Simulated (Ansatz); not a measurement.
Rows from a G0W0 calculation on InAs (F-43m) (Ansatz 0.2.0; G0W0 on r2SCAN, plane waves, PAW; PAW set soft_1; 4×4×4 mesh, 44 empty bands, screening to 50 eV, PAW set soft_1 files), in eV. Spin-orbit coupling is left out.

The database entry behind the starting cell differs from later determinations by our own check (about 0.4 % short), so it need not match the best structure at ambient conditions.

```csv
row,k,band,start,Σx,Σc at the solution,Vxc
A,Γ,v1,7.557,-16.873,1.750,-15.376
B,Γ,c2,11.816,-7.325,-3.925,-11.541
C,Γ,c1,7.823,-10.653,-3.341,-14.502
```

Q: Work out each quasiparticle level and how far it moved.

The quasiparticle equation reads E = start + Σx + Σc(E) − Vxc.

```csv
row,E (eV),shift (eV)
A,7.810,+0.253
B,12.106,+0.291
C,8.331,+0.508
```

Limits: not at the basis limit; screening runs away on this mesh; no spin-orbit coupling; coarse k mesh.

[Paths, hosts, dates, memory and timing lines, banners, echoed tables and standing remarks are left out of the program output.]

[Logs are printed without paths, hosts, clocks, repeated set-up lines and the standing remarks that a program may print on its own settings, such as how far it seeks lower states.]

[Runs of the session that timed out or met a known fault of the program may be left out.]

[Cells called generated may have been cut or substituted from an entry of the Crystallography Open Database or the Materials Project.]

[Hosts, paths, dates, database ids (printed as entryN), source tags and the programs' standing remarks are cut or masked in the printed files.]
